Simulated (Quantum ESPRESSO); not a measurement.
# Gap and tunnelling decay at a withheld lattice constant: CdF2, fluorite type

**Set-up.** Quantum ESPRESSO 7.5 (pw.x, pwcond.x with ikind = 0), PBE, GBRV ultrasoft, cubic crystals. κ is the slowest decay along [001] at mid-gap among three points across the current.

| a (Å) | gap on the mesh (eV) | κ (1/Å) |
| --- | --- | --- |
| 5.152 | 3.539 | 0.341 |
| 5.317 | 3.199 | 0.319 |
| 5.481 | 2.878 | 0.300 |
| 5.646 | 2.571 | 0.279 |

To predict: What are gap and κ at a = 5.810 Å?

**Fit.** A line through the rows at 5.481 and 5.646 Å gives a gap of 2.878 + 1.994 × (2.571 − 2.878) = 2.27 eV and κ = 0.258 1/Å. The two-band model κ = 0.5123 √(m* E_g/4) needs m* = 0.477 at 5.481 Å; with that mass and the new gap, κ = 0.266 1/Å.

What the calculation gave: The gap is 2.281 eV and κ = 0.263 1/Å. The line misses the gap by −0.015 eV and κ by −1.9 %; the two-band estimate misses κ by +1.2 %.

Caveats: The structure type is imposed. Local and semilocal gaps and decay constants are too small; no spin-orbit coupling. For an indirect gap m* is a fitting number alone.
